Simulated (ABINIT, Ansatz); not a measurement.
## Dielectric function and optical constants of Li3SCl (model structure)

Aim: the dielectric function of Li3SCl (model structure), and the optical constants that follow from it. The cell was made here by substitution or stacking, whether or not such a phase is known. It was built so: All Br replaced by Cl and O replaced by S in the Pm-3m structure of Li3BrO. The cell is first relaxed with Ansatz.

Program: ABINIT 10.8.3. Level of theory: DFT, PBE, plane waves with norm-conserving potentials (PseudoDojo), scalar-relativistic, independent-particle linear optical response without local fields. Results are calculated unless marked as measured.

### Step 1. The structure

The structure is cubic, space group Pm-3m (No. 221). The conventional cell has a = 4.190 Å, b = 4.190 Å, c = 4.190 Å, α = 90.00°, β = 90.00°, γ = 90.00°. Nearest to Cl lie 12 Li at 2.96 Å. S has 6 Li at 2.10 Å nearest. Li has 2 S at 2.10 Å and 4 Cl at 2.96 Å and 8 Li at 2.96 Å nearest. All Br replaced by Cl and O replaced by S in the Pm-3m structure of Li3BrO. Farther neighbours and most contacts between anions are not listed.

Structure file:

```cif
data_structure
_symmetry_space_group_name_H-M 'P 1'
_symmetry_Int_Tables_number 1
_cell_length_a 4.1905
_cell_length_b 4.1905
_cell_length_c 4.1905
_cell_angle_alpha 90.000
_cell_angle_beta 90.000
_cell_angle_gamma 90.000
_cell_volume 73.59
loop_
_atom_site_label
_atom_site_type_symbol
_atom_site_fract_x
_atom_site_fract_y
_atom_site_fract_z
_atom_site_occupancy
Cl1 Cl 0.50000 0.50000 0.50000 1
S2 S 0.00000 0.00000 0.00000 1
Li3 Li 0.00000 0.00000 0.50000 1
Li4 Li 0.00000 0.50000 0.00000 1
Li5 Li 0.50000 0.00000 0.00000 1
```

### Step 2. Relaxation

The structure was built or cut out here, so it is relaxed before any spectrum is computed.

This step: DFT, PBE, plane-wave PAW, default files, scalar-relativistic, relaxation (Ansatz 0.2.0).

File input.yaml:

```yaml
crystal:
  lattice:
    - [4.19048842, 0.0, 0.0]
    - [0.0, 4.19048842, 0.0]
    - [0.0, 0.0, 4.19048842]
  atoms:
    - { symbol: Cl, position: [0.5, 0.5, 0.5] }
    - { symbol: S, position: [0.0, 0.0, 0.0] }
    - { symbol: Li, position: [0.0, 0.0, 0.5] }
    - { symbol: Li, position: [0.0, 0.5, 0.0] }
    - { symbol: Li, position: [0.5, 0.0, 0.0] }
kpoints:
  mp_grid: { grid: [5, 5, 5] }
scf:
  occupations: { method: fermi_dirac, width: 0.05 }
hamiltonian:
  xc: pbe
output:
  forces: true
  stress: true
relax:
  f_tol: 0.02
  max_steps: 50
  cell: {}
```

Command:

```
ansatz run input.yaml --threads 4 --pin off --max-ram 8192MiB --backend cpu --events-out ev --progress --plain --runs-dir out
```

Numbers of over 12 decimals in the logs are rounded to 6 here.

What it wrote:

```text
Engine: ansatz 0.2.0, aarch64-unknown-linux-gnu
Pseudopotentials: kind: paw
Pseudopotential: Cl, paw, valence charge 7, recommended cutoff 420 eV (normal), Cl.paw.azcp
Pseudopotential: S, paw, valence charge 6, recommended cutoff 420 eV (normal), S.paw.azcp
Pseudopotential: Li, paw, valence charge 3, recommended cutoff 420 eV (normal), Li.paw.azcp
Functional definition: PBE
  parameter kappa = 0.804
  parameter beta = 0.066725
  exchange = pbe_x(kappa = kappa, mu = beta*pi^2/3)
  correlation = pbe_c(beta = beta)
Crystal: 5 atoms, lattice volume = 73.586 Å³
Basis set: ecut = 420 eV, 1419 PW (Γ), exchange–correlation on 60×60×60 points (8 copies of the dense FFT grid, shifted against one another)
Bands: 16, of which v1, the nominal top of the filled ones, is band 11 counted from 1 (10 counted from 0)
Symmetry: 48 space group operations
Space group: Pm-3m (ITA 221), of the structure as read, at distance tolerance 4.2e-5 Å
k-points: 10 of 125
Non-local potential: Cl, projectors of the file, l = 0: 2, l = 1: 2, l = 2: 2
Non-local potential: S, projectors of the file, l = 0: 2, l = 1: 2, l = 2: 2
Non-local potential: Li, projectors of the file, l = 0: 3, l = 1: 2, l = 2: 1
PAW form: soft (Blöchl's): semilocal exchange-correlation on the pseudo side does not see the compensation charge
PAW one-centre angular grid: Cl, 110 points (default); XC on 64 Gauss nodes
PAW one-centre angular grid: S, 110 points (default); XC on 64 Gauss nodes
PAW one-centre angular grid: Li, 110 points (default); XC on 64 Gauss nodes
Initial density: superposition of atomic densities (neutral atoms: chi_scale 0, normalization atom), corrected by the library's trained network
Initial wavefunctions: pseudopotential atomic-orbital guess
Functional: x = pbe(κ = 0.804, μ = 0.219515), c = pbe(β = 0.066725)
SCF iter   1: F=—  HF=-2601.717055 eV  |F-HF|=—  |Δ(HF+E_count)|=         —  Δρ=1.82e-3  dr2=6.36e-3  ethr=1.77e-3  ⟨swp⟩=5.5  Hψ=826  notcnv=0
preconditioner: auto → Resta (q_TF=auto, 2.231 Å⁻¹)  ε∞=3.2  [insulator: Δε(μ)=4.271 eV  Ē_g=11.578 eV  σ=0.050 eV  W_gap=1.00  n_scr=18 (ndim 8)  ℏωp=17.3 eV  f_vac=0.000  D(μ)=0.00/eV (n_scr^D=0)  ε∞_Penn≈3.2]
SCF iter   2: F=—  HF=-2601.714081 eV  |F-HF|=—  |Δ(HF+E_count)|=   2.97e-3  Δρ=5.81e-4  dr2=5.92e-4  ethr=2.89e-5  ⟨swp⟩=1.8  Hψ=268  notcnv=0
SCF iter   3: F=—  HF=-2601.713917 eV  |F-HF|=—  |Δ(HF+E_count)|=   1.64e-4  Δρ=2.93e-4  dr2=1.04e-4  ethr=2.69e-6  ⟨swp⟩=2.0  Hψ=174  notcnv=0
SCF iter   4: F=—  HF=-2601.713911 eV  |F-HF|=—  |Δ(HF+E_count)|=   6.10e-6  Δρ=6.35e-5  dr2=2.96e-6  ethr=4.71e-7  ⟨swp⟩=2.3  Hψ=208  notcnv=0
SCF iter   5: F=—  HF=-2601.714130 eV  |F-HF|=—  |Δ(HF+E_count)|=   2.19e-4  Δρ=1.55e-5  dr2=1.62e-7  ethr=1.35e-8  ⟨swp⟩=2.0  Hψ=260  notcnv=0
SCF iter   6: F=-2601.714130 eV  HF=-2601.714130 eV  |F-HF|=1.92e-9  |Δ(HF+E_count)|=   1.46e-7  Δρ=2.02e-6  dr2=2.59e-9  ethr=4.55e-10  ⟨swp⟩=4.0  Hψ=495  notcnv=0
SCF 1 converged in 6 iterations: F = -2601.714130 eV  dr2 = 2.59e-9
  greatest PAW one-centre occupation: 1.000 electrons in one spin orbital (limit 2), on the Li atom at site 4 (counted from 0), in its partial waves of l = 0
relax step   1: F+E_penalty+E_count = -2601.71412994 eV  Δ(F+E_penalty+E_count) = +0.000e0 eV  max|allowed force component| = 2.876e-30 eV/Å  Δτ_max = 0.0000 Å  P = +13.501 GPa  Ω = 73.586 Å³  (6 SCF iters, dr2 threshold 1.00e-7 eV, accepted)
Crystal: 5 atoms, lattice volume = 83.167 Å³
Basis set: ecut = 420 eV, 1647 PW (Γ), exchange–correlation on 60×60×60 points (8 copies of the dense FFT grid, shifted against one another)
Initial density: handed on by an earlier stage of this run
Initial wavefunctions: those handed on with the density
iter 1 solved again at ethr=9.89e-4 eV; its pass at ethr=3.10e-3 eV (dr2=2.18e-1 eV) is discarded
SCF iter   1: F=—  HF=-2602.354245 eV  |F-HF|=—  |Δ(HF+E_count)|=         —  Δρ=9.09e-3  dr2=2.16e-1  ethr=9.89e-4  ⟨swp⟩=1.0  Hψ=1024  notcnv=0
preconditioner: auto → Resta (q_TF=auto, 2.186 Å⁻¹)  ε∞=3.1  [insulator: Δε(μ)=4.286 eV  Ē_g=11.158 eV  σ=0.050 eV  W_gap=1.00  n_scr=18 (ndim 8)  ℏωp=16.3 eV  f_vac=0.000  D(μ)=0.00/eV (n_scr^D=0)  ε∞_Penn≈3.1]
SCF iter   2: F=—  HF=-2602.283093 eV  |F-HF|=—  |Δ(HF+E_count)|=   7.12e-2  Δρ=3.24e-3  dr2=2.79e-2  ethr=9.83e-4  ⟨swp⟩=2.1  Hψ=238  notcnv=0
SCF iter   3: F=—  HF=-2602.272880 eV  |F-HF|=—  |Δ(HF+E_count)|=   1.02e-2  Δρ=1.67e-3  dr2=4.06e-3  ethr=1.27e-4  ⟨swp⟩=2.1  Hψ=278  notcnv=0  defer=9
SCF iter   4: F=—  HF=-2602.272057 eV  |F-HF|=—  |Δ(HF+E_count)|=   8.23e-4  Δρ=2.72e-4  dr2=6.68e-5  ethr=1.85e-5  ⟨swp⟩=2.5  Hψ=211  notcnv=0  defer=9
SCF iter   5: F=—  HF=-2602.272398 eV  |F-HF|=—  |Δ(HF+E_count)|=   3.41e-4  Δρ=7.54e-5  dr2=4.54e-6  ethr=3.04e-7  ⟨swp⟩=2.0  Hψ=231  notcnv=0  defer=9
SCF iter   6: F=-2602.272403 eV  HF=-2602.272402 eV  |F-HF|=2.72e-7  |Δ(HF+E_count)|=   4.56e-6  Δρ=1.32e-5  dr2=1.49e-7  ethr=2.27e-9  ⟨swp⟩=4.3  Hψ=510  notcnv=0
SCF 2 converged in 6 iterations: F = -2602.272403 eV  dr2 = 1.49e-7
  greatest PAW one-centre occupation: 1.000 electrons in one spin orbital (limit 2), on the Li atom at site 2 (counted from 0), in its partial waves of l = 0
relax step   2: F+E_penalty+E_count = -2602.27240255 eV  Δ(F+E_penalty+E_count) = -5.583e-1 eV  max|allowed force component| = 1.586e-30 eV/Å  Δτ_max = 0.0000 Å  P = +5.852 GPa  Ω = 83.167 Å³  energy of the carried Pulay correction = -1.113e-4 eV  (6 SCF iters, dr2 threshold 5.00e-7 eV, accepted)
Crystal: 5 atoms, lattice volume = 92.342 Å³
Basis set: ecut = 420 eV, 1839 PW (Γ), exchange–correlation on 60×60×60 points (8 copies of the dense FFT grid, shifted against one another)
iter 1 solved again at ethr=6.23e-4 eV; its pass at ethr=3.10e-3 eV (dr2=1.37e-1 eV) is discarded
SCF iter   1: F=—  HF=-2602.522802 eV  |F-HF|=—  |Δ(HF+E_count)|=         —  Δρ=6.73e-3  dr2=1.37e-1  ethr=6.23e-4  ⟨swp⟩=1.0  Hψ=1040  notcnv=0
preconditioner: auto → Resta (q_TF=auto, 2.148 Å⁻¹)  ε∞=3.1  [insulator: Δε(μ)=4.203 eV  Ē_g=10.775 eV  σ=0.050 eV  W_gap=1.00  n_scr=18 (ndim 8)  ℏωp=15.5 eV  f_vac=0.000  D(μ)=0.00/eV (n_scr^D=0)  ε∞_Penn≈3.1]
SCF iter   2: F=—  HF=-2602.477833 eV  |F-HF|=—  |Δ(HF+E_count)|=   4.50e-2  Δρ=2.43e-3  dr2=1.77e-2  ethr=6.23e-4  ⟨swp⟩=2.3  Hψ=246  notcnv=0
SCF iter   3: F=—  HF=-2602.471489 eV  |F-HF|=—  |Δ(HF+E_count)|=   6.34e-3  Δρ=1.28e-3  dr2=2.97e-3  ethr=8.03e-5  ⟨swp⟩=2.0  Hψ=257  notcnv=0  defer=5
SCF iter   4: F=—  HF=-2602.470897 eV  |F-HF|=—  |Δ(HF+E_count)|=   5.92e-4  Δρ=2.21e-4  dr2=4.88e-5  ethr=1.35e-5  ⟨swp⟩=2.6  Hψ=215  notcnv=0  defer=5
SCF iter   5: F=—  HF=-2602.471186 eV  |F-HF|=—  |Δ(HF+E_count)|=   2.89e-4  Δρ=5.86e-5  dr2=3.30e-6  ethr=2.22e-7  ⟨swp⟩=2.0  Hψ=252  notcnv=0  defer=5
SCF iter   6: F=-2602.471192 eV  HF=-2602.471192 eV  |F-HF|=2.37e-7  |Δ(HF+E_count)|=   5.45e-6  Δρ=1.13e-5  dr2=1.00e-7  ethr=2.27e-9  ⟨swp⟩=4.5  Hψ=510  notcnv=0
SCF 3 converged in 6 iterations: F = -2602.471192 eV  dr2 = 1.00e-7
relax step   3: F+E_penalty+E_count = -2602.47119205 eV  Δ(F+E_penalty+E_count) = -1.988e-1 eV  max|allowed force component| = 6.360e-31 eV/Å  Δτ_max = 0.0000 Å  P = +1.445 GPa  Ω = 92.342 Å³  energy of the carried Pulay correction = -2.059e-4 eV  (6 SCF iters, dr2 threshold 5.00e-7 eV, accepted)
[...]
relax step   4: F+E_penalty+E_count = -2602.48912553 eV  Δ(F+E_penalty+E_count) = -1.793e-2 eV  max|allowed force component| = 9.907e-30 eV/Å  Δτ_max = 0.0000 Å  P = +0.252 GPa  Ω = 95.804 Å³  energy of the carried Pulay correction = -2.390e-4 eV  (6 SCF iters, dr2 threshold 5.00e-7 eV, accepted)
[...]
relax step   5: F+E_penalty+E_count = -2602.48975538 eV  Δ(F+E_penalty+E_count) = -6.298e-4 eV  max|allowed force component| = 1.577e-30 eV/Å  Δτ_max = 0.0000 Å  P = +0.004 GPa  Ω = 96.605 Å³  energy of the carried Pulay correction = -2.465e-4 eV  (5 SCF iters, dr2 threshold 1.59e-7 eV, accepted)
[...]
relax step   6: F+E_penalty+E_count = -2602.49228736 eV  Δ(F+E_penalty+E_count) = -2.532e-3 eV  max|allowed force component| = 2.460e-30 eV/Å  Δτ_max = 0.0000 Å  P = +0.059 GPa  Ω = 96.605 Å³  stress off target by 5.87e-2 GPa  SCF on the basis re-selected at this cell (its energy is not comparable with the rows above)  (7 SCF iters)
[...]
relax step   7: F+E_penalty+E_count = -2602.49232164 eV  Δ(F+E_penalty+E_count) = -3.428e-5 eV  max|allowed force component| = 2.957e-30 eV/Å  Δτ_max = 0.0000 Å  P = +0.002 GPa  Ω = 96.796 Å³  energy of the carried Pulay correction = -1.924e-6 eV  (5 SCF iters, dr2 threshold 8.60e-9 eV, accepted)
iter 1 solved again at ethr=3.80e-7 eV; its pass at ethr=3.10e-3 eV (dr2=8.36e-5 eV) is discarded
SCF iter   1: F=—  HF=-2602.492462 eV  |F-HF|=—  |Δ(HF+E_count)|=         —  Δρ=4.83e-6  dr2=1.46e-8  ethr=3.80e-7  ⟨swp⟩=3.0  Hψ=1235  notcnv=0
eigensolver tolerance schedule: the retry pair's looser diagonalisation over-reported the residual by 5739.27 of it (diagonalisation noise at 2.38 of the residual, at the tolerance the schedule requests for it); recorded, not acted on — ethr = c·dr2/N_el stays at c = 1.0e-1
preconditioner: auto → Resta (q_TF=auto, 2.131 Å⁻¹)  ε∞=3.1  [insulator: Δε(μ)=4.126 eV  Ē_g=10.544 eV  σ=0.050 eV  W_gap=1.00  n_scr=18 (ndim 8)  ℏωp=15.1 eV  f_vac=0.000  D(μ)=0.00/eV (n_scr^D=0)  ε∞_Penn≈3.1]
SCF iter   2: F=—  HF=-2602.492324 eV  |F-HF|=—  |Δ(HF+E_count)|=   1.38e-4  Δρ=2.51e-6  dr2=6.35e-9  ethr=6.62e-11  ⟨swp⟩=3.0  Hψ=368  notcnv=0
SCF iter   3: F=—  HF=-2602.492324 eV  |F-HF|=—  |Δ(HF+E_count)|=   1.13e-9  Δρ=1.59e-6  dr2=2.20e-9  ethr=2.88e-11  ⟨swp⟩=1.1  Hψ=166  notcnv=0
SCF iter   4: F=—  HF=-2602.492324 eV  |F-HF|=—  |Δ(HF+E_count)|=   1.68e-9  Δρ=5.10e-7  dr2=1.47e-10  ethr=1.00e-11  ⟨swp⟩=2.0  Hψ=230  notcnv=0
SCF iter   5: F=-2602.492324 eV  HF=-2602.492324 eV  |F-HF|=3.18e-12  |Δ(HF+E_count)|=  3.47e-10  Δρ=1.06e-7  dr2=1.39e-11  ethr=1.00e-12  ⟨swp⟩=4.1  Hψ=495  notcnv=0
SCF 8 converged in 5 iterations: F = -2602.492324 eV  dr2 = 1.39e-11
relax step   8: F+E_penalty+E_count = -2602.49232380 eV  Δ(F+E_penalty+E_count) = -2.153e-6 eV  max|allowed force component| = 1.574e-30 eV/Å  Δτ_max = 0.0000 Å  P = +0.002 GPa  Ω = 96.796 Å³  stress off target by 2.07e-3 GPa  SCF on the basis re-selected at this cell (its energy is not comparable with the rows above)  (5 SCF iters)
basis re-selected at this cell: Δ(F+E_penalty+E_count) = -2.153e-6 eV, ΔP = -0.000 GPa vs the last step (what re-selecting the basis moved, of the pressure what is left beyond the Pulay correction that the steps carried, after the strain that the cell walked since its last selection, with what the two solves' SCF thresholds leave and, on support functions, any second-order correction that the steps lacked; it is no m [...]
SCF converged after 5 iterations
Free energy (F): -2602.492324 eV
Harris-Foulkes:  -2602.492324 eV  (|F-HF|=3.18e-12)
Internal energy: -2602.492324 eV  (E = F + TS)
E sigma→0 (E₀):  -2602.492324 eV
Fermi energy:    2.906118 eV
--- Per-component energies (eV) ---
  E_band       = -306.388133
  E_kinetic    = 334.830001
  E_local      = -792.802626  (includes V_loc(G=0)·N_el)
  E_nonlocal   = -42.779711
  E_hartree    = 243.631271
  E_xc         = -237.987512
  E_vxc        = -252.877976  (∫ρ·V_xc dr)
  E_paw        = -1322.787272  (= ΣΔE_a)
  E_vpaw       = -40.020520  (= ΣTr[D̂ρ^β])
  E_aug_tail   = 0.000137  (compensation charges beyond the density's cutoff)
  E_ewald      = -784.596613
  E_smearing   = -0.000000  (= −TS)
  E_closure    = 0.000000  (closes the sum)
  Σ components = -2602.492324   (vs F -2602.492324, Δ=0.00e0)
--- Forces (eV/Å), atoms counted from 1 ---
  atom   1  Cl     0.00000000     0.00000000     0.00000000
  atom   2  S     -0.00000000    -0.00000000    -0.00000000
  atom   3  Li     0.00000000     0.00000000     0.00000000
  atom   4  Li    -0.00000000    -0.00000000    -0.00000000
  atom   5  Li    -0.00000000    -0.00000000     0.00000000
  max |Σ_I F_I| component: 2.08e-30 eV/Å
--- Stress (GPa, compression-positive) ---
        0.002072       0.000000      -0.000000
        0.000000       0.002072       0.000000
       -0.000000       0.000000       0.002072
  P = ⅓ Tr σ = 0.0021 GPa (0.021 kbar)
--- Relaxed structure (6 steps of the walk, 6 accepted, 2 SCFs on fresh bases) ---
  F+E_penalty+E_count = -2602.49232380 eV   max|allowed force component| = 1.574e-30 eV/Å   (the final SCF, on the basis selected at the relaxed cell)
  cell:  # Å, volume = 96.7965 Å³
    - [4.591485, 0, 0]
    - [0, 4.591485, 0]
    - [0, 0, 4.591485]
  atoms:
    - { symbol: Cl, position: [0.5, 0.5, 0.5] }
    - { symbol: S, position: [0, 0, 0] }
    - { symbol: Li, position: [0, 0, 0.5] }
    - { symbol: Li, position: [0, 0.5, 0] }
    - { symbol: Li, position: [0.5, 0, 0] }
```

Elapsed: 3.2 s, on 4 threads of Arm Neoverse V1, shared host; peak memory 0.35 GiB.

Relaxation path:

```tsv
step	energy less that of the first step (eV)	largest force component (eV/Å)	pressure (GPa)	volume (Å³)
1	0.0000	0.0000	13.50	73.59
2	-0.5583	0.0000	5.85	83.17
3	-0.7571	0.0000	1.45	92.34
4	-0.7750	0.0000	0.25	95.80
5	-0.7756	0.0000	0.00	96.61
6*	-0.7782	0.0000	0.06	96.61
7	-0.7782	0.0000	0.00	96.80
8*	-0.7782	0.0000	0.00	96.80
```

Relaxation steps marked * repeat the geometry before them on a plane-wave basis chosen anew for their cell, so energy and pressure can jump there.

Forces are held to the 48 operations that the run works with; a distortion that breaks them can't arise in this run.

```tsv
conventional cell, symmetrised	before	after	change
a (Å)	4.190	4.591	+9.6 %
b (Å)	4.190	4.591	+9.6 %
c (Å)	4.190	4.591	+9.6 %
volume (Å³/atom)	14.72	19.36	+31.5 %
```

The relaxed structure:

```cif
data_structure
_symmetry_space_group_name_H-M 'P 1'
_symmetry_Int_Tables_number 1
_cell_length_a 4.5915
_cell_length_b 4.5915
_cell_length_c 4.5915
_cell_angle_alpha 90.000
_cell_angle_beta 90.000
_cell_angle_gamma 90.000
_cell_volume 96.80
loop_
_atom_site_label
_atom_site_type_symbol
_atom_site_fract_x
_atom_site_fract_y
_atom_site_fract_z
_atom_site_occupancy
Cl1 Cl 0.50000 0.50000 0.50000 1
S2 S 0.00000 0.00000 0.00000 1
Li3 Li 0.00000 0.00000 0.50000 1
Li4 Li 0.00000 0.50000 0.00000 1
Li5 Li 0.50000 0.00000 0.00000 1
```

The relaxation ends with a pressure of 0.00 GPa.

(Part 1 of 2 ends here.)

[Logs are printed without paths, hosts, clocks, repeated set-up lines and the standing remarks that a program may print on its own settings, such as how far it seeks lower states.]

[Hosts, paths, dates, database ids (printed as entryN), source tags and the programs' standing remarks are cut or masked in the printed files.]
